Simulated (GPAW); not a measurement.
## Screening of a field by NbGe2As4 monolayer

Wanted: the out-of-plane polarisability of NbGe2As4 monolayer.

Calculated with GPAW 26.7.0; GPAW, PAW setups; layer in a repeated cell with vacuum, relaxation of atoms and in-plane cell, in the first sound run; inputs show where later runs differ.

This is a report of a sequence of runs, with most program output left out.

## 1. The structure

The cell holds 7 atoms: 4 As, 2 Ge and 1 Nb. Its edges and angles: a = 3.730 Å, b = 3.730 Å, c = 27.441 Å, α = 90.0°, β = 90.0°, γ = 120.0°. Vacuum lies along c.

Coordinates:

```cif
data_structure
_symmetry_space_group_name_H-M 'P 1'
_symmetry_Int_Tables_number 1
_cell_length_a 3.7300
_cell_length_b 3.7300
_cell_length_c 27.4409
_cell_angle_alpha 90.000
_cell_angle_beta 90.000
_cell_angle_gamma 120.000
_cell_volume 330.63
loop_
_atom_site_label
_atom_site_type_symbol
_atom_site_fract_x
_atom_site_fract_y
_atom_site_fract_z
_atom_site_occupancy
As1 As 0.00000 0.00000 0.32798 1
Ge2 Ge 0.33333 0.66667 0.35943 1
As3 As 0.33333 0.66667 0.44397 1
Nb4 Nb 0.00000 0.00000 0.50000 1
As5 As 0.33333 0.66667 0.55603 1
Ge6 Ge 0.33333 0.66667 0.64057 1
As7 As 0.00000 0.00000 0.67202 1
```

## 2. Relaxing the atoms

The atoms are relaxed first, since the surface dipole, and with it the work function, follows the positions of the outer layers.

File run.py:

```python
import json
import numpy as np
from ase import Atoms
from ase.filters import FrechetCellFilter
from ase.optimize import BFGS
from gpaw import GPAW, PW

slab = Atoms(
    ['As', 'Ge', 'As', 'Nb', 'As', 'Ge', 'As'],
    positions=[
        [0.00000, 0.00000, 9.00000],
        [-0.00000, 2.15352, 9.86300],
        [-0.00000, 2.15352, 12.18300],
        [0.00000, 0.00000, 13.72043],
        [-0.00000, 2.15352, 15.25785],
        [-0.00000, 2.15352, 17.57785],
        [0.00000, 0.00000, 18.44085]],
    cell=[[3.73, 0.0, 0.0], [-1.865, 3.23027, 0.0], [0.0, 0.0, 27.4409]],
    pbc=[True, True, True],
    magmoms=[0.0, 0.0, 0.0, 1.0, 0.0, 0.0, 0.0])

slab.calc = GPAW(mode=PW(600), xc='PBE', kpts={'size': (9, 9, 1), 'gamma': True},
                 occupations={'name': 'fermi-dirac', 'width': 0.05}, nbands='200%',
                 convergence={'density': 1e-05}, maxiter=200,
                 symmetry={'tolerance': 1e-3}, txt='slab.txt')
result = {}
# The in-plane cell is free; stress needs a cell that repeats along all three vectors
path = []
opt = BFGS(FrechetCellFilter(slab, mask=[1, 1, 0, 0, 0, 1]), maxstep=0.2)
opt.attach(lambda: path.append((slab.get_potential_energy(), slab.positions.tolist(), slab.get_forces().tolist())))
result['relaxed'] = bool(opt.run(fmax=0.02, steps=45))
result['path'] = path
result['cell'] = slab.cell.tolist()
print('in-plane lattice', slab.cell.cellpar().round(4)[[0, 1, 5]])
energy = slab.get_potential_energy()
fermi = slab.calc.get_fermi_level()
v = slab.calc.get_electrostatic_potential().mean((0, 1)) - fermi
n = slab.calc.get_pseudo_density().mean((0, 1))
L = slab.cell[2, 2]
z = np.arange(len(v)) * L / len(v)
low, high = slab.positions[:, 2].min(), slab.positions[:, 2].max()
below, above = np.interp([low - 6.8, high + 6.8], z, v)
slopes = [np.interp(x, z, np.gradient(v, z)) for x in (low - 6.8, high + 6.8)]
eps = np.array([[slab.calc.get_eigenvalues(k, s) for k in range(len(slab.calc.get_ibz_k_points()))]
                for s in range(slab.calc.get_number_of_spins())]) - fermi
top, bottom = eps[eps < 0].max(), eps[eps > 0].min()
dipole = slab.get_dipole_moment()[2]
print(f'energy {energy:.4f} eV, Fermi level {fermi:.4f} eV, dipole {dipole:.5f} e A')
print(f'potential 6.8 A off the faces, from the Fermi level: lower {below:.4f} eV, upper {above:.4f} eV')
print(f'slope of the potential there: lower {slopes[0]:.5f}, upper {slopes[1]:.5f} eV/A')
print(f'nearest levels on the mesh: {top:.4f} and {bottom:.4f} eV')
print('magnetic moment', round(slab.get_magnetic_moment(), 3))
result.update(energy=energy, fermi=fermi, dipole=dipole, below=below, above=above, slopes=slopes, edges=[top, bottom],
              z=z.tolist(), v=v.tolist(), n=n.tolist(), positions=slab.positions.tolist(),
              forces=slab.get_forces(apply_constraint=False).tolist(), moments=slab.get_magnetic_moments().tolist())
json.dump(result, open('result.json', 'w'))
```

Command:

```bash
OMP_NUM_THREADS=1 OPENBLAS_NUM_THREADS=1 python run.py
```

Elapsed: 83 min, on 1 thread of Arm Neoverse V1, shared host; peak memory 0.88 GiB.

Numbers from this step:

| Item | Value |
| --- | --- |
| dipole along the normal | 4.43e-4 e·Å |
| levels nearest the Fermi level on the mesh | -0.04535, 0.002155 eV from the Fermi level |
| sum of the site moments | 0 μB |

The electrostatic potential energy of an electron (without an applied field's), less the Fermi level, planar mean oscillates, so the rows of the table below give means over windows of 1.8 Å about each position, cut where the curve ends. Its maxima inside the range that stand out by 2 % of the span (Å: eV): 9.2: -8.61, 11.1: 2.55, 12.9: -5.32, 14.6: -5.32, 16.4: 2.55, 18.3: -8.60. Its minima: 8.7: -13.1, 9.7: -12.6, 12.3: -11.7, 13.7: -15.5, 15.2: -11.7, 17.8: -12.6, 18.8: -13.1.

The electrostatic potential energy of an electron (without an applied field's), less the Fermi level, planar mean by z; means over each step:

z (Å), electrostatic potential energy of an electron (without an applied field's), less the Fermi level, planar mean (eV) and a bar from the least value:
```
     0.90        5.0 ##############################
     2.70        5.0 ##############################
     4.50        5.0 ##############################
     6.30        4.9 ##############################
     8.10       -4.4 ###########
     9.90       -6.9 ######
    11.70       -3.9 ############
    13.50       -9.9 
    15.30       -5.9 ########
    17.10       -4.0 ############
    18.90       -7.5 #####
    20.70        4.5 #############################
    22.50        5.0 ##############################
    24.30        5.0 ##############################
    26.10        5.0 ##############################
```

The pseudo valence density, planar mean oscillates, so the rows of the table below give means over windows of 1 Å about each position, cut where the curve ends. Its maxima inside the range that stand out by 2 % of the span (Å: e/Å³): 8.2: 0.240, 9.3: 0.401, 10.3: 0.207, 11.8: 0.236, 13.7: 1.00, 15.6: 0.236, 17.2: 0.207, 18.2: 0.401, 19.2: 0.240. Its minima: 8.6: 0.168, 9.8: 0.0590, 11.0: 0.108, 12.2: 0.163, 15.3: 0.163, 16.5: 0.108, 17.7: 0.0590, 18.9: 0.168.

Table of pseudo valence density, planar mean by z; means over each step:

```csv
z (Å),"pseudo valence density, planar mean (e/Å³)"
4,6.3e-6
5,1.0e-4
6,0.00168
7,0.0275
8,0.179
9,0.304
10,0.159
11,0.130
12,0.209
13,0.462
14,0.714
15,0.266
16,0.170
17,0.156
18,0.257
19,0.224
20,0.0820
21,0.00593
22,3.6e-4
23,2.1e-5
```

The relaxation lowered the energy of the cell by 1.17 eV (energies extrapolated to zero smearing; the optimiser's log prints free energies). The largest force left on a free atom is 0.0017 eV/Å.

## 3. Plane waves, PBE

With the geometry fixed, the planar mean of the potential gives the vacuum level on each side.

This step: GPAW, PAW setups; slab in vacuum (GPAW 26.7.0).

The cell differs from the one that the last finished run ended in (c 27.441 → 28.246 Å).

run.py: that of step 2 with these lines changed.

```diff
@@ -3,4 +3,2 @@
 from ase import Atoms
-from ase.filters import FrechetCellFilter
-from ase.optimize import BFGS
 from gpaw import GPAW, PW
@@ -11,25 +9,18 @@
         [0.00000, 0.00000, 9.00000],
-        [-0.00000, 2.15352, 9.86300],
-        [-0.00000, 2.15352, 12.18300],
-        [0.00000, 0.00000, 13.72043],
-        [-0.00000, 2.15352, 15.25785],
-        [-0.00000, 2.15352, 17.57785],
-        [0.00000, 0.00000, 18.44085]],
-    cell=[[3.73, 0.0, 0.0], [-1.865, 3.23027, 0.0], [0.0, 0.0, 27.4409]],
-    pbc=[True, True, True],
+        [-0.00000, 2.17144, 10.15501],
+        [-0.00000, 2.17144, 12.62836],
+        [-0.00000, 0.00000, 14.12319],
+        [-0.00000, 2.17144, 15.61801],
+        [-0.00000, 2.17144, 18.09136],
+        [-0.00000, -0.00000, 19.24636]],
+    cell=[[3.76104, 0.0, 0.0], [-1.88052, 3.25715, 0.0], [0.0, 0.0, 28.2464]],
+    pbc=[True, True, False],
     magmoms=[0.0, 0.0, 0.0, 1.0, 0.0, 0.0, 0.0])
 
-slab.calc = GPAW(mode=PW(600), xc='PBE', kpts={'size': (9, 9, 1), 'gamma': True},
+slab.calc = GPAW(mode=PW(400), xc='PBE', kpts={'size': (9, 9, 1), 'gamma': True},
                  occupations={'name': 'fermi-dirac', 'width': 0.05}, nbands='200%',
                  convergence={'density': 1e-05}, maxiter=200,
+                 poissonsolver={'dipolelayer': 'xy'},
                  symmetry={'tolerance': 1e-3}, txt='slab.txt')
 result = {}
-# The in-plane cell is free; stress needs a cell that repeats along all three vectors
-path = []
-opt = BFGS(FrechetCellFilter(slab, mask=[1, 1, 0, 0, 0, 1]), maxstep=0.2)
-opt.attach(lambda: path.append((slab.get_potential_energy(), slab.positions.tolist(), slab.get_forces().tolist())))
-result['relaxed'] = bool(opt.run(fmax=0.02, steps=45))
-result['path'] = path
-result['cell'] = slab.cell.tolist()
-print('in-plane lattice', slab.cell.cellpar().round(4)[[0, 1, 5]])
 energy = slab.get_potential_energy()
```

Run time: 3.7 min. Hardware: 1 thread; peak memory 0.37 GiB.

Numbers from this step:

| Property | Result |
| --- | --- |
| dipole along the normal | 9.02e-4 e·Å |
| levels nearest the Fermi level on the mesh | -0.04533, 0.002064 eV from the Fermi level |
| upper work function | 5.034 eV |
| lower work function | 5.023 eV |

The electrostatic potential energy of an electron (without an applied field's), less the Fermi level, planar mean oscillates, so the rows of the table below give means over windows of 1.78 Å about each position, cut where the curve ends. Its maxima inside the range that stand out by 2 % of the span (Å: eV): 9.6: -8.63, 11.4: 2.55, 13.3: -5.29, 15.0: -5.28, 16.8: 2.56, 18.6: -8.62. Its minima: 9.0: -13.0, 10.1: -12.6, 12.7: -11.7, 14.1: -15.5, 15.6: -11.7, 18.1: -12.6, 19.2: -13.0.

Table of electrostatic potential energy of an electron (without an applied field's), less the Fermi level, planar mean by z; means over each step:

```csv
z (Å),"electrostatic potential energy of an electron (without an applied field's), less the Fermi level, planar mean (eV)"
0.89,5.02
2.67,5.02
4.45,5.02
6.23,4.98
8.01,0.161
9.79,-10.3
11.57,-0.767
13.35,-9.91
15.13,-8.95
16.91,-0.508
18.69,-10.8
20.47,2.12
22.25,5.01
24.03,5.03
25.81,5.03
27.59,5.03
```

The pseudo valence density, planar mean oscillates, so the rows of the table below give means over windows of 1 Å about each position, cut where the curve ends. Its maxima inside the range that stand out by 2 % of the span (Å: e/Å³): 8.6: 0.243, 9.6: 0.407, 10.7: 0.211, 12.1: 0.233, 14.0: 0.962, 16.1: 0.233, 17.6: 0.211, 18.6: 0.407, 19.7: 0.243. Its minima: 9.0: 0.170, 10.3: 0.0710, 11.3: 0.108, 12.6: 0.165, 15.7: 0.165, 16.9: 0.108, 18.0: 0.0710, 19.2: 0.170.

Pseudo valence density, planar mean against z; means over each step:

z (Å), pseudo valence density, planar mean (e/Å³) and a bar:
```
        5      0.000 
        6      0.001 
        7      0.009 
        8      0.113 ####
        9      0.248 ##########
       10      0.224 #########
       11      0.148 ######
       12      0.183 #######
       13      0.301 ############
       14      0.761 ##############################
       15      0.387 ###############
       16      0.197 ########
       17      0.133 #####
       18      0.179 #######
       19      0.286 ###########
       20      0.158 ######
       21      0.018 #
       22      0.001 
       23      0.000
```

The potential is flat to 1.7e-4 eV/Å where it is read, so the vacuum is wide enough.

## 4. Field on

A uniform field along the normal polarises the slab; the atoms stay fixed, so this is the electronic response alone.

run.py: that of step 3 with these lines changed.

```diff
@@ -4,2 +4,3 @@
 from gpaw import GPAW, PW
+from gpaw.external import ConstantElectricField
 
@@ -23,2 +24,3 @@
                  poissonsolver={'dipolelayer': 'xy'},
+                 external=ConstantElectricField(-0.2, [0, 0, 1]),
                  symmetry={'tolerance': 1e-3}, txt='slab.txt')
```

Wall time 14 min (1 thread); peak memory 0.69 GiB.

This step gave:

| Property | Result |
| --- | --- |
| dipole along the normal | -0.1691 e·Å |
| levels nearest the Fermi level on the mesh | -0.04531, 0.002017 eV from the Fermi level |
| potential below the slab, the applied field's own ramp left out | 3.782 eV from the Fermi level |
| potential above the slab, the applied field's own ramp left out | 6.282 eV from the Fermi level |

The electrostatic potential energy of an electron (without an applied field's), less the Fermi level, planar mean oscillates, so the rows of the table below give means over windows of 1.83 Å about each position, cut where the curve ends. Its maxima inside the range that stand out by 2 % of the span (Å: eV): 9.6: -9.50, 11.4: 2.02, 13.3: -5.45, 15.0: -5.12, 16.8: 3.09, 18.6: -7.75, 26.5: 6.28. Its minima: 9.0: -14.0, 10.1: -13.4, 12.7: -12.0, 14.1: -15.5, 15.6: -11.4, 18.1: -11.9, 19.2: -12.0.

The electrostatic potential energy of an electron (without an applied field's), less the Fermi level, planar mean by z; means over each step:

z (Å), electrostatic potential energy of an electron (without an applied field's), less the Fermi level, planar mean (eV) and a bar from the least value:
```
     0.92        3.9 ##########################
     2.75        3.8 #########################
     4.58        3.8 #########################
     6.41        3.7 #########################
     8.23       -3.2 #############
    10.07       -9.2 ##
    11.89       -3.1 #############
    13.73      -10.1 
    15.55       -6.3 #######
    17.38       -2.6 ##############
    19.21       -7.1 ######
    21.05        5.6 #############################
    22.88        6.3 ##############################
    24.70        6.3 ##############################
    26.54        6.3 ##############################
```

The dipole is now -0.169 e Å, against 9.0e-4 in the run without a field.

## 5. In a field

run.py: that of step 4 with these lines changed.

```diff
@@ -24,3 +24,3 @@
                  poissonsolver={'dipolelayer': 'xy'},
-                 external=ConstantElectricField(-0.2, [0, 0, 1]),
+                 external=ConstantElectricField(-0.1, [0, 0, 1]),
                  symmetry={'tolerance': 1e-3}, txt='slab.txt')
```

Wall time 15 min (1 thread); peak memory 0.69 GiB.

Numbers from this step:

| Property | Result |
| --- | --- |
| dipole along the normal | -0.08456 e·Å |
| levels nearest the Fermi level on the mesh | -0.04523, 0.001965 eV from the Fermi level |
| potential below the slab, the applied field's own ramp left out | 4.404 eV from the Fermi level |
| potential above the slab, the applied field's own ramp left out | 5.654 eV from the Fermi level |

The electrostatic potential energy of an electron (without an applied field's), less the Fermi level, planar mean oscillates, so the rows of the table below give means over windows of 1.78 Å about each position, cut where the curve ends. Its maxima inside the range that stand out by 2 % of the span (Å: eV): 9.6: -9.06, 11.4: 2.29, 13.3: -5.37, 15.0: -5.20, 16.8: 2.82, 18.6: -8.19, 26.9: 5.65. Its minima: 9.0: -13.5, 10.1: -13.0, 12.7: -11.9, 14.1: -15.5, 15.6: -11.6, 18.1: -12.3, 19.2: -12.5.

Electrostatic potential energy of an electron (without an applied field's), less the Fermi level, planar mean against z; means over each step:

```csv
z (Å),"electrostatic potential energy of an electron (without an applied field's), less the Fermi level, planar mean (eV)"
0.89,4.47
2.67,4.40
4.45,4.40
6.23,4.36
8.01,-0.408
9.79,-10.7
11.57,-1.01
13.35,-9.98
15.13,-8.85
16.91,-0.238
18.69,-10.4
20.47,2.71
22.25,5.63
24.03,5.65
25.81,5.65
27.59,5.61
```

The dipole is now -0.0846 e Å, against 9.0e-4 in the run without a field.

## 6. In a field

run.py: that of step 5 with these lines changed.

```diff
@@ -24,3 +24,3 @@
                  poissonsolver={'dipolelayer': 'xy'},
-                 external=ConstantElectricField(-0.1, [0, 0, 1]),
+                 external=ConstantElectricField(-0.05, [0, 0, 1]),
                  symmetry={'tolerance': 1e-3}, txt='slab.txt')
```

Wall time 14 min (1 thread); peak memory 0.69 GiB.

The electrostatic potential energy of an electron (without an applied field's), less the Fermi level, planar mean oscillates, so the rows of the table below give means over windows of 1.78 Å about each position, cut where the curve ends. Its maxima inside the range that stand out by 2 % of the span (Å: eV): 9.6: -8.84, 11.4: 2.42, 13.3: -5.33, 15.0: -5.24, 16.8: 2.69, 18.6: -8.41. Its minima: 9.0: -13.3, 10.1: -12.8, 12.7: -11.8, 14.1: -15.5, 15.6: -11.6, 18.1: -12.4, 19.2: -12.8.

Electrostatic potential energy of an electron (without an applied field's), less the Fermi level, planar mean against z; means over each step:

z (Å), electrostatic potential energy of an electron (without an applied field's), less the Fermi level, planar mean (eV) and a bar from the least value:
```
     0.89        4.7 #############################
     2.67        4.7 #############################
     4.45        4.7 #############################
     6.23        4.7 #############################
     8.01       -0.1 ####################
     9.79      -10.5 
    11.57       -0.9 ##################
    13.35       -9.9 #
    15.13       -8.9 ###
    16.91       -0.4 ###################
    18.69      -10.6 
    20.47        2.4 ########################
    22.25        5.3 ##############################
    24.03        5.3 ##############################
    25.81        5.3 ##############################
    27.59        5.3 ##############################
```

## 7. In a field

run.py: that of step 6 with these lines changed.

```diff
@@ -24,3 +24,3 @@
                  poissonsolver={'dipolelayer': 'xy'},
-                 external=ConstantElectricField(-0.05, [0, 0, 1]),
+                 external=ConstantElectricField(0.05, [0, 0, 1]),
                  symmetry={'tolerance': 1e-3}, txt='slab.txt')
```

Wall time 14 min (1 thread); peak memory 0.69 GiB.

## 8. In a field

run.py: that of step 7 with these lines changed.

```diff
@@ -24,3 +24,3 @@
                  poissonsolver={'dipolelayer': 'xy'},
-                 external=ConstantElectricField(0.05, [0, 0, 1]),
+                 external=ConstantElectricField(0.1, [0, 0, 1]),
                  symmetry={'tolerance': 1e-3}, txt='slab.txt')
```

Run time: 15 min. Hardware: 1 thread; peak memory 0.69 GiB.

(Part 1 of 2 ends here.)

[Logs are printed without paths, hosts, clocks, repeated set-up lines and the standing remarks that a program may print on its own settings, such as how far it seeks lower states.]

[Hosts, paths, dates, database ids (printed as entryN), source tags and the programs' standing remarks are cut or masked in the printed files.]
